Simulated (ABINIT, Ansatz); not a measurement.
## KRb2BiF6 (Fm-3m): one start, several treatments of the self-energy

How much does the gap of KRb2BiF6 (Fm-3m) depend on the approximation to the self-energy?

Method: LDA and many-body steps on it, plane waves, in ABINIT 10.8.3.

This is a report of a sequence of runs, with most program output left out.

## 1. Set-up

Symmetry: Fm-3m, No. 225, cubic system. The conventional cell has a = 9.369 Å, b = 9.369 Å, c = 9.369 Å, α = 90.00°, β = 90.00°, γ = 90.00°. Nearest to K lie 6 F at 2.48 Å. Nearest to Rb lie 12 F at 3.32 Å. Nearest to Bi lie 6 F at 2.20 Å. Nearest to F lie 1 Bi at 2.20 Å and 1 K at 2.48 Å and 4 Rb at 3.32 Å. Farther neighbours and most contacts between anions are not listed.

The cell and positions come from the Crystallography Open Database and are kept as given unless a step says otherwise. Spin-orbit coupling is left out unless a step names it.

## 2. Empty states on the mesh, 2×2×2 mesh, 562 bands

This step: ABINIT 10.8.3; DFT, LDA, plane waves, norm-conserving pseudopotentials.

The sums over transitions need many empty states on a uniform mesh; this step solves for them.

Input file run.abi:

```
acell 3*1.0 Angstrom
rprim 
  -0.000000000000 4.684500000000 4.684500000000
  4.684500000000 -0.000000000000 4.684500000000
  4.684500000000 4.684500000000 -0.000000000000
ntypat 4
znucl 19 37 83 9
natom 10
typat 1 2 2 3 4 4 4 4 4 4
xred 
  0.500000000000 0.500000000000 0.500000000000
  0.250000000000 0.250000000000 0.250000000000
  0.750000000000 0.750000000000 0.750000000000
  -0.000000000000 0.000000000000 -0.000000000000
  0.765000000000 0.235000000000 0.235000000000
  0.235000000000 0.765000000000 0.235000000000
  0.235000000000 0.765000000000 0.765000000000
  0.765000000000 0.235000000000 0.765000000000
  0.235000000000 0.235000000000 0.765000000000
  0.765000000000 0.765000000000 0.235000000000
pp_dirpath "pseudos"
pseudos "K.upf, Rb.upf, Bi.upf, F.upf"
ecut 36
ngkpt 2 2 2
nshiftk 1
shiftk 0 0 0
kptopt 1
chksymbreak 0
iscf -2
irdden 1
istwfk *1
nband 562
nbdbuf 50
tolwfr 1e-09
nstep 60
prtvol 0
indata_prefix "in"
outdata_prefix "out"
tmpdata_prefix "tmp"
```

The run is started by

```console
> OMP_NUM_THREADS=1 mpirun -n 8 abinit run.abi > log
```

Elapsed: 33 min, on 8 MPI ranks of Arm Neoverse N1, shared host; peak memory 1.4 GiB; 4.2 h of CPU time.

This step gave:

- gap: 4.376 eV
- k of the valence top: 0.5, 0, 0
- k of the conduction bottom: 0, 0, 0
- least direct gap: 4.591 eV
- k points computed: 3
- lowest point of the top converged band, above the valence top: 93.9266 eV

On this mesh the gap is 4.376 eV.

The density comes from a self-consistent run that is not shown.

## 3. Screening, 2×2×2 mesh, 236 bands, screening to 141.5 eV

The RPA dielectric matrix is built and inverted for each q.

This step: RPA screening on LDA, plane waves, norm-conserving pseudopotentials.

run.abi, as its differences from that of step 2:

```diff
@@ -28,10 +28,11 @@
 chksymbreak 0
-iscf -2
-irdden 1
 istwfk *1
-nband 562
-nbdbuf 50
-tolwfr 1e-09
-nstep 60
-prtvol 0
+occopt 1
+irdwfk 1
+optdriver 3
+nband 236
+ecuteps 5.2
+inclvkb 2
+awtr 1
+symchi 1
 indata_prefix "in"
```

Run time: 5.4 min. Hardware: 8 MPI ranks; peak memory 5.6 GiB; 41 min of CPU time.

This step gave:

```
ε∞ with local fields, on this mesh, along the program's q direction : 2.211
the same without local fields                                       : 2.583
plasma frequency                                                    : 24.84 eV
plane waves in the screening matrix                                 : 749
```

Local fields lower ε∞ by 14 %. On a Γ-centred mesh this coarse the value itself is usually too large, while a short band sum pulls it down.

## 4. G0W0, Godby-Needs plasmon pole

The self-energy is evaluated for the states that the input lists, and the levels follow from it, in one-shot runs by the linearised quasiparticle equation.

This step: G0W0 on LDA, plane waves, norm-conserving pseudopotentials.

run.abi, as its differences from that of step 3:

```diff
@@ -31,8 +31,17 @@
 irdwfk 1
-optdriver 3
+optdriver 4
 nband 236
+gwcalctyp 0
+ecutsigx 36
+symsigma 1
+nkptgw 2
+kptgw 
+  0.5000000000 0.0000000000 0.0000000000
+  0.0000000000 0.0000000000 0.0000000000
+bdgw 
+  45 49
+  43 50
 ecuteps 5.2
-inclvkb 2
-awtr 1
-symchi 1
+irdscr 1
+ppmodel 1
 indata_prefix "in"
```

It took 2 min on 8 MPI ranks; peak memory 4.7 GiB; 15 min of CPU time.

Numbers from this step:

```
G0W0 gap on the points computed              : 6.926 eV
starting gap on the mesh                     : 4.376 eV
k of the valence top                         : 0.5, 0, 0
k of the conduction bottom                   : 0, 0, 0
Z at the valence top                         : 0.818
Z at the conduction bottom                   : 0.89
least direct G0W0 gap on the computed points : 7.394 eV
```

The gap on the mesh goes from 4.38 eV to 6.93 eV, a correction of +2.55 eV.

## 5. G0W0, von der Linden-Horsch plasmon pole

run.abi, as its differences from that of step 4:

```diff
@@ -45,3 +45,3 @@
 irdscr 1
-ppmodel 1
+ppmodel 3
 indata_prefix "in"
```

The job ended after 71 s (8 MPI ranks; peak memory 4.1 GiB).

Numbers from this step:

```yaml
g0w0_gap_on_the_points_computed: 6.923 eV
starting_gap_on_the_mesh: 4.376 eV
k_of_the_valence_top: 0.5, 0, 0
k_of_the_conduction_bottom: 0, 0, 0
z_at_the_valence_top: 0.897
z_at_the_conduction_bottom: 0.944
least_direct_g0w0_gap_on_the_computed_points: 7.477 eV
```

Against G0W0 in ABINIT (2×2×2 mesh, 236 bands, screening to 141.5 eV, Godby-Needs plasmon pole), the gap moves by −0.003 eV.

## 6. G0W0, Engel-Farid plasmon pole

run.abi, as its differences from that of step 5:

```diff
@@ -45,3 +45,3 @@
 irdscr 1
-ppmodel 3
+ppmodel 4
 indata_prefix "in"
```

The job ended after 65 s (8 MPI ranks; peak memory 4.2 GiB).

This step gave:

```
G0W0 gap on the points computed              : 6.915 eV
starting gap on the mesh                     : 4.376 eV
k of the valence top                         : 0.5, 0, 0
k of the conduction bottom                   : 0, 0, 0
least direct G0W0 gap on the computed points : 7.403 eV
```

Against G0W0 in ABINIT (2×2×2 mesh, 236 bands, screening to 141.5 eV, Godby-Needs plasmon pole), the gap moves by −0.011 eV.

## 7. One-shot Hartree-Fock

This step: one-shot Hartree-Fock on LDA, plane waves, norm-conserving pseudopotentials.

run.abi, as its differences from that of step 6:

```diff
@@ -32,4 +32,4 @@
 optdriver 4
-nband 236
-gwcalctyp 0
+nband 50
+gwcalctyp 5
 ecutsigx 36
@@ -43,5 +43,4 @@
   43 50
-ecuteps 5.2
-irdscr 1
-ppmodel 4
+ixc_sigma 40
+fftgw 31
 indata_prefix "in"
```

Elapsed: 12 s, on 8 MPI ranks; peak memory 3.3 GiB; 94 s of CPU time.

Numbers from this step:

```
quasiparticle gap on the points computed              : 13.22 eV
starting gap on the mesh                              : 4.376 eV
k of the valence top                                  : 0.5, 0, 0
k of the conduction bottom                            : 0, 0, 0
least direct quasiparticle gap on the computed points : 13.46 eV
```

Against G0W0 in ABINIT (2×2×2 mesh, 236 bands, screening to 141.5 eV, Godby-Needs plasmon pole), the gap moves by +6.291 eV.

## 8. Screening, 2×2×2 mesh, 236 bands, screening to 141.5 eV

This step: RPA screening on LDA, plane waves, norm-conserving pseudopotentials.

run.abi, as its differences from that of step 7:

```diff
@@ -31,16 +31,14 @@
 irdwfk 1
-optdriver 4
-nband 50
-gwcalctyp 5
-ecutsigx 36
-symsigma 1
-nkptgw 2
-kptgw 
-  0.5000000000 0.0000000000 0.0000000000
-  0.0000000000 0.0000000000 0.0000000000
-bdgw 
-  45 49
-  43 50
-ixc_sigma 40
-fftgw 31
+optdriver 3
+nband 236
+ecuteps 5.2
+inclvkb 2
+awtr 1
+symchi 1
+gwcalctyp 2
+nfreqre 16
+freqremax 40 eV
+nfreqim 8
+spmeth 1
+nomegasf 120
 indata_prefix "in"
```

Elapsed: 5.3 min, on 8 MPI ranks; peak memory 13 GiB.

This step gave:

```
ε∞ with local fields, on this mesh, along the program's q direction : 2.225
the same without local fields                                       : 2.607
plasma frequency                                                    : 24.84 eV
plane waves in the screening matrix                                 : 749
```

## 9. G0W0, contour deformation

This step: G0W0 on LDA, plane waves, norm-conserving pseudopotentials.

run.abi, as its differences from that of step 8:

```diff
@@ -31,14 +31,17 @@
 irdwfk 1
-optdriver 3
+optdriver 4
 nband 236
+gwcalctyp 2
+ecutsigx 36
+symsigma 1
+nkptgw 2
+kptgw 
+  0.5000000000 0.0000000000 0.0000000000
+  0.0000000000 0.0000000000 0.0000000000
+bdgw 
+  45 49
+  43 50
 ecuteps 5.2
-inclvkb 2
-awtr 1
-symchi 1
-gwcalctyp 2
-nfreqre 16
-freqremax 40 eV
-nfreqim 8
-spmeth 1
-nomegasf 120
+irdscr 1
+gwmem 01
 indata_prefix "in"
```

It took 61 s on 8 MPI ranks; peak memory 4.7 GiB; 8.1 min of CPU time.

This step gave:

- G0W0 gap on the points computed: 6.905 eV
- starting gap on the mesh: 4.376 eV
- k of the valence top: 0.5, 0, 0
- k of the conduction bottom: 0, 0, 0
- least direct G0W0 gap on the computed points: 7.367 eV

Against G0W0 in ABINIT (2×2×2 mesh, 236 bands, screening to 141.5 eV, Godby-Needs plasmon pole), the gap moves by −0.021 eV.

## 10. The runs together

Times are wall times on 8 MPI ranks of Arm Neoverse N1, shared host, good to a factor of about two. A run's time includes the screening step that it read.

```
                                     run   mesh  bands  screening cutoff (eV)  DFT gap (eV)  gap on the mesh (eV)  direct (eV)  ε∞ used     time
          G0W0, Godby-Needs plasmon pole  2×2×2    236                  141.5         4.376                 6.926        7.394     2.21  7.5 min
G0W0, von der Linden-Horsch plasmon pole  2×2×2    236                  141.5         4.376                 6.923        7.477     2.21  6.6 min
          G0W0, Engel-Farid plasmon pole  2×2×2    236                  141.5         4.376                 6.915        7.403     2.21  6.5 min
                   one-shot Hartree-Fock  2×2×2      -                      -         4.376                13.217       13.461        -     12 s
               G0W0, contour deformation  2×2×2    236                  141.5         4.376                 6.905        7.367     2.23  6.4 min
```

## 11. Results

| Property | Result |
| --- | --- |
| G0W0, Godby-Needs plasmon pole | 6.926 eV |
| G0W0, von der Linden-Horsch plasmon pole | 6.923 eV |
| G0W0, Engel-Farid plasmon pole | 6.915 eV |
| one-shot Hartree-Fock | 13.217 eV |
| G0W0, contour deformation | 6.905 eV |
| known limits | not at the basis limit; no spin-orbit coupling; coarse k mesh |

**Reading.** G0W0, von der Linden-Horsch plasmon pole: −0.003 eV against G0W0, Godby-Needs plasmon pole. G0W0, Engel-Farid plasmon pole: −0.011 eV against G0W0, Godby-Needs plasmon pole. One-shot Hartree-Fock: +6.291 eV against G0W0, Godby-Needs plasmon pole. G0W0, contour deformation: −0.021 eV against G0W0, Godby-Needs plasmon pole. Bare exchange alone opens the gap to 13.22 eV; against G0W0, correlation takes back 6.29 eV. Bands and cutoff are finite, so the gap is not at the basis limit. The miss can reach some tenths of an eV and take either sign; the mesh is an error of its own. In the G0W0 runs levels were corrected at 2 k points alone, so a gap called «on the mesh» is the least over those, and an edge elsewhere would be missed. The 2×2×2 mesh is coarse for this cell, which bears on the long-range parts of exchange and screening. Where an edge is built on 6p states of lead, bismuth or thallium, scalar-relativistic gaps usually stand too wide, by a few tenths to over one eV. The many-body steps are scalar-relativistic: spin-orbit coupling is not in them.

[Paths, hosts, dates, memory and timing lines, banners, echoed tables and standing remarks are left out of the program output.]

[Logs are printed without paths, hosts, clocks, repeated set-up lines and the standing remarks that a program may print on its own settings, such as how far it seeks lower states.]

[Runs of the session that timed out or met a known fault of the program may be left out.]

[Hosts, paths, dates, database ids (printed as entryN), source tags and the programs' standing remarks are cut or masked in the printed files.]

[G0W0 gaps are taken among the corrected bands and points alone; a level outside them can change the order at an edge.]

[Where Ansatz stands beside ABINIT at settings called matched, ABINIT's density can come from a denser mesh and the files from another edition; pairs whose starting gaps differed by over 0.03 eV were left out, so agreement reads better than it is.]
